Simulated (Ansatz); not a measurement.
# Relaxing random alloy of the diamond Si-Ge line, x = 0.75 (64 atoms), part 3 of 3

Wanted: the relaxed structure of random alloy of the diamond Si-Ge line, x = 0.75 (64 atoms) and its electronic structure.

Ansatz 0.2.0; Kohn-Sham DFT, PBE, PAW (set soft_2), plane waves.

The cell: 48 Ge and 16 Si. The host structure and its lattice constant were typed by rule, without a check against the phase diagram. Only the Γ point is sampled in the main run, in a cell whose shortest periodic width is 11 Å.

So far. Step 3 (Cell and atoms relaxed): The relaxation changed the energy by -15.2 meV/atom, and atoms moved by 0.06 Å r.m.s., 0.12 Å at most. Step 6 (K-mesh 2×2×2): Forces differ from those of the single point at the relaxed geometry by 12 meV/Å r.m.s.; the energy by -125 meV/atom and the pressure by -0.13 GPa. It took roughly 12 times the reference's time (one timing each, with unlike analyses asked), in 10 cycles against 8.

## 7. Functional HSE06

HSE06 mixes in a quarter of exact exchange at short range, which counters self-interaction, at a higher cost.

This step: Kohn-Sham DFT, HSE06, PAW (set soft_2), plane waves (Ansatz 0.2.0).

The input, input.yaml:

```yaml
crystal:
  lattice:
    - [11.35887, -0.00017, 0.00024]
    - [-0.00017, 11.36055, -0.00048]
    - [0.00024, -0.00048, 11.35649]
  atoms:
    [... the 64 atom lines of step 5 ...]
kpoints:
  mp_grid: { grid: [1, 1, 1] }
hamiltonian:
  xc: hse06
scf:
  occupations: { method: fermi_dirac, width: 0.025 }
output:
  forces: true
  stress: true
  populations: true
  dos:
    method: { smearing: { sigma: 0.08 } }
    de: 0.05
    projected: { site_lists: { Ge: [Ge], Si: [Si] } }
  eigenvalues: true
```

Launch:

```bash
$ ansatz run input.yaml --threads 4 --pin off --max-ram 8192MiB --backend cpu --events-out ev --progress --plain --runs-dir out
```

The program printed:

```text
Warning: output.stress: scf.convergence.dr2_threshold = 1e-7 eV (the SCF's general default) is looser than the 1.6e-9 eV advised for a printed stress (1e-10 eV for each atom of the cell: 64, of which 16 are counted). What an SCF threshold leaves in a stress goes as its square root, and in the free energy as the threshold itself, and one threshold admits the most on a small cell: [...]
Warning: output.stress: scf.exx.energy_threshold = 1e-6 eV is looser than the 1.6e-7 eV advised for a stress under a hybrid functional (1e-8 eV for each atom of the cell: 64, of which 16 are counted). Every SCF of the exchange loop can meet its threshold on dr2 while the loop round them stops early: [...]
exact exchange: scf.exx.singularity resolves to wigner_seitz, which cuts the screened interaction at the faces of the exchange supercell's Wigner-Seitz cell, so that each pair interacts once, at the shortest of its separations (the periodic images that this leaves out come, [...]
[...]
Crystal: 64 atoms, lattice volume = 1465.476 Å³
Basis set: ecut = 420 eV, 28545 PW (Γ), exchange–correlation on 160×160×160 points (8 copies of the dense FFT grid, shifted against one another)
Bands: 442, of which v1, the nominal top of the filled ones, is band 368 counted from 1 (367 counted from 0)
Symmetry: 1 space group operations
[...]
k-points: 1
[...]
SCF iter   1: F=—  HF=-216322.900172 eV  |F-HF|=—  |Δ(HF+E_count)|=         —  Δρ=1.80e-3  dr2=7.14e-2  ethr=1.77e-3  ⟨swp⟩=20.0  Hψ=2077  notcnv=9
[...]
SCF iter   8: F=-216322.920850 eV  HF=-216322.920849 eV  |F-HF|=7.41e-7  |Δ(HF+E_count)|=   4.62e-6  Δρ=1.94e-5  dr2=3.70e-6  ethr=2.08e-9  ⟨swp⟩=5.0  Hψ=954  notcnv=0
SCF 1 stopped early in 8 iterations: F = -216322.920850 eV  dr2 = 3.70e-6
[...]
the semilocal start has a gap of 0.227 eV: under exact exchange another state, often on complex orbitals, can lie lower than the one that it leads to. A single point with scf.lower_state_search: full and scf.eigensolver.gamma_real: false can look for it
[...]
Exchange kernel: α = 0.2500, screened, ω = 0.2079 Å⁻¹, Wigner–Seitz truncation, v(0) = 960.4605 eV·Å³, q-mesh 1×1×1, nearest image of the exchange supercell L = 11.36 Å, pair-density grid 50×50×50, without the augmentation charges, whose exchange is taken in its separable form (sized by the pseudopotential files, [...]
Frozen-core exchange: fock
SCF iter   1: F=—  HF=-216373.589208 eV  |F-HF|=—  |Δ(HF+E_count)|=         —  Δρ=1.06e-2  dr2=5.81e-1  ethr=5.03e-9  ⟨swp⟩=18.0  Hψ=3134  notcnv=0
[...]
SCF iter   8: F=—  HF=-216373.364486 eV  |F-HF|=—  |Δ(HF+E_count)|=   3.68e-4  Δρ=4.57e-5  dr2=1.36e-4  ethr=5.03e-9  ⟨swp⟩=5.0  Hψ=1386  notcnv=0
SCF iter   9: F=-216373.364423 eV  HF=-216373.364474 eV  |F-HF|=5.16e-5  |Δ(HF+E_count)|=   1.12e-5  Δρ=2.54e-5  dr2=8.88e-5  ethr=5.03e-9  ⟨swp⟩=5.0  Hψ=938  notcnv=0
SCF 2 stopped early in 9 iterations: F = -216373.364423 eV  dr2 = 8.88e-5
  Residual-converged pass: ⟨swp⟩=4.0  Hψ=1222  notcnv=0  max |occ|·‖R‖ = 6.1e-6 eV (tolerance 6.7e-6 eV)  dr2=9.14e-5  dr2_onsite=1.45e-6  max |Δocc| = 6.8e-14
hybrid outer 1: dexx = +2.902e-1 eV, tail = 1.11e-3 eV
[...]
Frozen-core exchange: fock
SCF iter   1: F=—  HF=-216373.373653 eV  |F-HF|=—  |Δ(HF+E_count)|=         —  Δρ=6.81e-5  dr2=4.68e-5  ethr=7.54e-7  ⟨swp⟩=10.0  Hψ=1169  notcnv=0
[...]
SCF iter   7: F=—  HF=-216373.373676 eV  |F-HF|=—  |Δ(HF+E_count)|=   1.65e-7  Δρ=8.67e-7  dr2=1.36e-7  ethr=1.82e-11  ⟨swp⟩=7.0  Hψ=946  notcnv=0  defer=6
SCF iter   8: F=-216373.373676 eV  HF=-216373.373676 eV  |F-HF|=5.03e-9  |Δ(HF+E_count)|=   2.29e-8  Δρ=2.15e-7  dr2=6.65e-9  ethr=1.80e-11  ⟨swp⟩=4.0  Hψ=864  notcnv=0
SCF 3 converged in 8 iterations: F = -216373.373676 eV  dr2 = 6.65e-9
[...]
hybrid outer 2: dexx = +2.323e-5 eV, tail = 1.75e-7 eV, Δε = 2.85e-3 eV (about 5.03e-5 eV left of the loop's levels), ΔF = 6.37e-3 eV/Å (tail 7.76e-4)
[...]
Frozen-core exchange: fock
SCF iter   1: F=—  HF=-216373.373677 eV  |F-HF|=—  |Δ(HF+E_count)|=         —  Δρ=8.95e-7  dr2=1.50e-8  ethr=1.19e-10  ⟨swp⟩=20.0  Hψ=1513  notcnv=6
[...]
SCF iter   2: F=-216373.373677 eV  HF=-216373.373677 eV  |F-HF|=8.15e-10  |Δ(HF+E_count)|=   4.13e-9  Δρ=2.31e-7  dr2=2.50e-9  ethr=5.21e-12 (applied; sched 1.79e-12)  ⟨swp⟩=3.0  Hψ=1142  notcnv=0
SCF 4 converged in 2 iterations: F = -216373.373677 eV  dr2 = 2.50e-9
[...]
hybrid SCF converged: 3 outer / 19 inner (+8 warm-up), last move |dexx| = 8.84e-9 eV, tail = 5.35e-9 eV
Stability not checked: this state was not tested for a lower state beside it, because the functional holds exact exchange (a hybrid, or Hartree-Fock), whose exchange loop this test does not read (fock_operator; see scf.lower_state_search)
Free energy (F): -216373.373677 eV
Frozen-core exchange: fock
[...]
Internal energy: -216373.373677 eV  (E = F + TS)
E sigma→0 (E₀):  -216373.373677 eV
Entropy (-TS):   -0.000000 eV (-0.000 meV/atom)
Fermi energy:    7.694205 eV
[...]
Σ components = -216373.373677   (vs F -216373.373677, Δ=0.00e0)
--- Forces (eV/Å), atoms counted from 1 ---
  atom   1  Ge    -0.04273720    -0.00163600    -0.00933031
  atom   2  Si     0.03241052    -0.03092595    -0.03966128
  atom   3  Si    -0.03358807     0.03601725     0.03329827
  atom   4  Ge    -0.02204168     0.04159824     0.03339087
[...]
atom  64  Si     0.00058160     0.00202860    -0.06418059
  max |Σ_I F_I| component: 4.75e-5 eV/Å
--- Stress (GPa, compression-positive) ---
       -2.240608       0.008197      -0.000269
        0.008197      -2.255682       0.001972
       -0.000269       0.001972      -2.228705
  P = ⅓ Tr σ = -2.2417 GPa (-22.417 kbar)
--- Band table (eV) ---
[...]
--- Löwdin populations: 64 sites ---
  site symbol       q [e]
     0     Ge     14.0119
     1     Si      3.9159
     2     Si      3.9149
[...]
63     Si      3.9301
  spilling = 0.002172 (of n_electrons = 736.000000)
```

It took 11 min on 4 threads of Arm Neoverse V1, shared host; peak memory 4.8 GiB; 41 min of CPU time.

The program notes that the gap was narrow in the semilocal warm-up, the exchange threshold is loose for the stress and the SCF threshold is loose for the stress.

Geometry and reference: those of the single point at the relaxed geometry.

Forces differ from those of the single point at the relaxed geometry by 28 meV/Å r.m.s.; the pressure by -2.2 GPa and the gap by +0.70 eV. It took roughly 19 times the reference's time (one timing each, with unlike analyses asked), in 27 cycles against 8.

Numbers from this run:

- free energy: -216373.3737 eV
- free energy per atom: -3380.8340 eV/atom
- SCF cycles: 27
- pressure: -2.242 GPa
- r.m.s. force component: 0.02855 eV/Å
- longest force: 0.08633 eV/Å
- Fermi energy: 7.694 eV
- gap (highest filled to lowest empty level): 0.927 eV
- spilling of the projection: 0.002172

Length of the force by element and coordination:

| element | coordination | atoms | mean length of the force (eV/Å) | spread | least | most |
| --- | --- | --- | --- | --- | --- | --- |
| Ge | all | 48 | 0.0441 | 0.0246 | 0.0049 | 0.0863 |
| Si | all | 16 | 0.0371 | 0.0276 | 0.0027 | 0.0648 |

Löwdin charges by element and coordination (they lack the spilled electrons, 0.025 e an atom on average):

```csv
element,coordination,atoms,mean charge (e),spread,least,most
Ge,all,48,0.0036,0.0162,-0.042,0.0251
Si,all,16,0.0891,0.0127,0.0683,0.105
```

Charge against the make-up of the first shell:

```
Ge neighbours of Ge  atoms  mean charge (e)
                  0      1           -0.042
                  1      2           -0.029
                  2     13           -0.012
                  3     16            0.005
                  4     16            0.021
```

Density of states as counts of states in windows of 1 eV (from the Fermi level), total and the larger projections:

| from (eV) | to (eV) | total | Ge p | Si p | Ge s | Si s |
| --- | --- | --- | --- | --- | --- | --- |
| -10 | -9 | 35.9 | 9.3 | 3.4 | 17.7 | 5.3 |
| -9 | -8 | 8.0 | 3.9 | 1.3 | 1.9 | 0.8 |
| -8 | -7 | 18.4 | 6.3 | 2.6 | 7.5 | 1.8 |
| -7 | -6 | 5.6 | 2.4 | 0.5 | 1.2 | 1.5 |
| -6 | -5 | 10.3 | 3.3 | 1.5 | 4.0 | 1.3 |
| -5 | -4 | 49.7 | 35.0 | 12.2 | 1.5 | 0.8 |
| -4 | -3 | 12.0 | 8.9 | 3.0 | 0.0 | 0.0 |
| -3 | -2 | 37.7 | 26.6 | 10.8 | 0.0 | 0.0 |
| -2 | -1 | 26.3 | 22.0 | 4.1 | 0.0 | 0.0 |
| -1 | 0 | 6.0 | 4.7 | 1.1 | 0.0 | 0.0 |
| 0 | 1 | 20.9 | 6.2 | 3.0 | 7.9 | 2.1 |
| 1 | 2 | 13.2 | 7.0 | 2.1 | 2.4 | 0.9 |
| 2 | 3 | 31.9 | 16.3 | 5.8 | 5.4 | 1.7 |
| 3 | 4 | 24.3 | 11.6 | 4.1 | 2.2 | 1.0 |

Between -26 and -10 eV lie 46 more states.

The levels nearest the highest filled one (over half full), pooled over k-points and spins:

```
level less the highest filled one (eV)  occupation
                                 -1.33           2
                                 -1.32           2
                                 -1.29           2
                               -0.0056           2
                               -0.0024           2
                                     0           2
                                 0.927           0
                                  1.02           0
                                  1.08           0
                                  1.13           0
                                  1.23           0
                                  1.26           0
```

## 8. Functional r2SCAN (500 eV)

The meta-GGA r2SCAN uses the kinetic energy density as well as the density and its gradient. Besides, the cutoff goes from 420 to 500 eV.

This step: Kohn-Sham DFT, r2SCAN, PAW (set soft_2), plane waves (Ansatz 0.2.0).

input.yaml: that of step 7 with these lines changed.

```diff
@@ -10,3 +10,3 @@
 hamiltonian:
-  xc: hse06
+  xc: r2scan
 scf:
```

The program printed:

```text
[...]
Crystal: 64 atoms, lattice volume = 1465.476 Å³
Basis set: ecut = 500 eV, 37215 PW (Γ), exchange–correlation on 360×360×360 points (64 copies of the dense FFT grid, shifted against one another)
Bands: 442, of which v1, the nominal top of the filled ones, is band 368 counted from 1 (367 counted from 0)
Symmetry: 1 space group operations
[...]
k-points: 1
[...]
SCF iter   1: F=—  HF=-216755.482460 eV  |F-HF|=—  |Δ(HF+E_count)|=         —  Δρ=7.57e-3  dr2=6.09e-1  dr2_τ=1.96e-1  ethr=1.77e-3  ⟨swp⟩=6.0  Hψ=1641  notcnv=0  defer=7
[...]
SCF iter   8: F=—  HF=-216755.786955 eV  |F-HF|=—  |Δ(HF+E_count)|=   2.87e-7  Δρ=3.96e-6  dr2=3.88e-7  dr2_τ=3.90e-9  ethr=8.90e-10  ⟨swp⟩=3.0  Hψ=754  notcnv=0  defer=57
SCF iter   9: F=-216755.786955 eV  HF=-216755.786955 eV  |F-HF|=6.38e-8  |Δ(HF+E_count)|=   9.94e-8  Δρ=1.59e-6  dr2=6.53e-8  dr2_τ=6.10e-10  ethr=1.36e-11  ⟨swp⟩=12.0  Hψ=2297  notcnv=0
SCF 1 converged in 9 iterations: F = -216755.786955 eV  dr2 = 6.53e-8
[...]
SCF converged after 9 iterations
Free energy (F): -216755.786955 eV
[...]
Internal energy: -216755.786869 eV  (E = F + TS)
E sigma→0 (E₀):  -216755.786912 eV
Entropy (-TS):   -0.000086 eV (-0.001 meV/atom)
Fermi energy:    7.664192 eV
[...]
Σ components = -216755.786955   (vs F -216755.786955, Δ=0.00e0)
--- Forces (eV/Å), atoms counted from 1 ---
  atom   1  Ge    -0.04855105    -0.00314832    -0.00415028
  atom   2  Si     0.03950092    -0.03577476    -0.04307431
  atom   3  Si    -0.04641050     0.04369452     0.04139412
  atom   4  Ge    -0.01839607     0.03702449     0.02632648
[...]
atom  64  Si     0.00110990     0.00065288    -0.08106866
  max |Σ_I F_I| component: 1.04e-5 eV/Å
--- Stress (GPa, compression-positive) ---
       -2.551713       0.008168       0.000477
        0.008168      -2.561410       0.001126
        0.000477       0.001126      -2.551902
  P = ⅓ Tr σ = -2.5550 GPa (-25.550 kbar)
--- Band table (eV) ---
[...]
--- Löwdin populations: 64 sites ---
  site symbol       q [e]
     0     Ge     14.0262
     1     Si      3.8954
     2     Si      3.8940
[...]
63     Si      3.9162
  spilling = 0.002207 (of n_electrons = 736.000000)
```

Elapsed: 75 s, on 4 threads; peak memory 4.4 GiB; 4.9 min of CPU time.

Geometry and reference: those of the single point at the relaxed geometry.

Forces differ from those of the single point at the relaxed geometry by 29 meV/Å r.m.s.; the pressure by -2.6 GPa and the gap by +0.27 eV. It took roughly 2.3 times the reference's time (one timing each, with unlike analyses asked), in 9 cycles against 8.

## 9. Functional PBEsol

PBEsol restores the gradient expansion of exchange for slowly varying densities and usually gives shorter bonds in solids than PBE.

This step: Kohn-Sham DFT, PBEsol, PAW (set soft_2), plane waves (Ansatz 0.2.0).

input.yaml: that of step 8 with these lines changed.

```diff
@@ -10,3 +10,3 @@
 hamiltonian:
-  xc: r2scan
+  xc: pbesol
 scf:
```

The program printed:

```text
[...]
Crystal: 64 atoms, lattice volume = 1465.476 Å³
Basis set: ecut = 420 eV, 28545 PW (Γ), exchange–correlation on 160×160×160 points (8 copies of the dense FFT grid, shifted against one another)
Bands: 442, of which v1, the nominal top of the filled ones, is band 368 counted from 1 (367 counted from 0)
Symmetry: 1 space group operations
[...]
k-points: 1
[...]
SCF iter   1: F=—  HF=-214102.028654 eV  |F-HF|=—  |Δ(HF+E_count)|=         —  Δρ=1.49e-3  dr2=1.07e-1  ethr=1.77e-3  ⟨swp⟩=6.0  Hψ=1639  notcnv=0  defer=6
[...]
SCF iter   7: F=—  HF=-214101.970604 eV  |F-HF|=—  |Δ(HF+E_count)|=   6.04e-8  Δρ=2.37e-6  dr2=1.35e-7  ethr=1.64e-10  ⟨swp⟩=2.0  Hψ=513  notcnv=0  defer=57
SCF iter   8: F=-214101.970604 eV  HF=-214101.970604 eV  |F-HF|=1.41e-8  |Δ(HF+E_count)|=   7.86e-9  Δρ=7.82e-7  dr2=2.00e-8  ethr=1.36e-11  ⟨swp⟩=13.0  Hψ=2345  notcnv=0
SCF 1 converged in 8 iterations: F = -214101.970604 eV  dr2 = 2.00e-8
[...]
SCF converged after 8 iterations
Free energy (F): -214101.970604 eV
[...]
Internal energy: -214101.940655 eV  (E = F + TS)
E sigma→0 (E₀):  -214101.955630 eV
Entropy (-TS):   -0.029949 eV (-0.468 meV/atom)
Fermi energy:    7.557875 eV
[...]
Σ components = -214101.970604   (vs F -214101.970604, Δ=0.00e0)
--- Forces (eV/Å), atoms counted from 1 ---
  atom   1  Ge    -0.05084997    -0.00287875     0.00352644
  atom   2  Si     0.03161471    -0.02392041    -0.01362533
  atom   3  Si    -0.03117703     0.02551793     0.02433650
  atom   4  Ge    -0.02023021     0.01052591     0.01350242
[...]
atom  64  Si     0.00326992    -0.00387585    -0.04455303
  max |Σ_I F_I| component: 4.59e-6 eV/Å
--- Stress (GPa, compression-positive) ---
       -2.548995      -0.029777      -0.000804
       -0.029777      -2.553043       0.002327
       -0.000804       0.002327      -2.547905
  P = ⅓ Tr σ = -2.5500 GPa (-25.500 kbar)
--- Band table (eV) ---
[...]
--- Löwdin populations: 64 sites ---
  site symbol       q [e]
     0     Ge     14.0263
     1     Si      3.9059
     2     Si      3.9009
[...]
63     Si      3.9254
  spilling = 0.001926 (of n_electrons = 736.000000)
```

Wall time 31 s (4 threads); peak memory 2 GiB.

Geometry and reference: those of the single point at the relaxed geometry.

Forces differ from those of the single point at the relaxed geometry by 19 meV/Å r.m.s.; the pressure by -2.6 GPa and the gap by -0.071 eV.

## 10. All settings compared

Differences are against the single point at the relaxed geometry (Kohn-Sham DFT, PBE, PAW (set soft_2), plane waves), whose r.m.s. force component is 8.3e-4 eV/Å. Energies are set beside the reference only for runs with its functional, potentials and electron count. Times are for 4 threads of Arm Neoverse V1, shared host. The reference's time includes grids, which some other runs skip.

```csv
run,"Δ force, r.m.s. (meV/Å)",Δ energy (meV/atom),Δ pressure (GPa),Δ gap (eV),cycles,time,host memory (GiB)
reference,-,-,-,-,8,33 s,2.0
k-mesh 2×2×2,12.4,-125,-0.134,0.003,10,6.8 min,5.8
functional HSE06,28.4,-,-2.24,0.702,27,11 min,4.8
functional r2SCAN (500 eV),29.2,-,-2.56,0.273,9,75 s,4.4
functional PBEsol,18.6,-,-2.55,-0.0706,8,31 s,2.0
```

## 11. What came out

```
energy change in the relaxation                  : -15.24 meV/atom
r.m.s. displacement                              : 0.06 Å
largest displacement                             : 0.125 Å
free energy per atom                             : -3380.0456 eV/atom
density                                          : 4.46 g/cm³
pressure                                         : 0.0004491 GPa
r.m.s. force component                           : 0.00083 eV/Å
gap (highest filled to lowest empty level) : 0.2255 eV
wall time of the 7 DFT runs                      : 22 min
```

What this shows: Relaxation lowers the energy by 15.2 meV/atom and moves atoms by 0.06 Å r.m.s.; the r.m.s. force component goes from 0.36 to 8.3e-4 eV/Å. Displacements are taken in the final cell, so they leave out its strain. By the final cutoffs no bond was broken or made. The cell shrank by 0.4 % in volume. From the first step to the last the energy fell by 0.975 eV, across changes of basis, and the largest move was 0.12 Å (Ge26). The Si-Si bonds change most in mean length: from 2.474 Å (spread 0.022) to 2.392 Å (spread 0.004). Counting bonds as in the table, all Ge atoms have 4 and all Si atoms have 4 bonded neighbours. The highest filled and lowest empty levels differ by 0.226 eV (at Γ alone); a semilocal functional tends to put such gaps too low.

Among the changes of functional, dispersion, potentials or spin, functional r2SCAN (500 eV) moves the forces most, by 29 meV/Å r.m.s. The gap changes by +0.70 eV with HSE06.

[Long decimals in the printed logs are rounded to 6 places.]

[Logs are printed without paths, hosts, clocks, repeated set-up lines and the standing remarks that a program may print on its own settings, such as how far it seeks lower states.]

[Hosts, paths, dates, database ids (printed as entryN), source tags and the programs' standing remarks are cut or masked in the printed files.]

[A walk said to have stopped at its limit may instead have ended on an SCF cycle that didn't converge.]
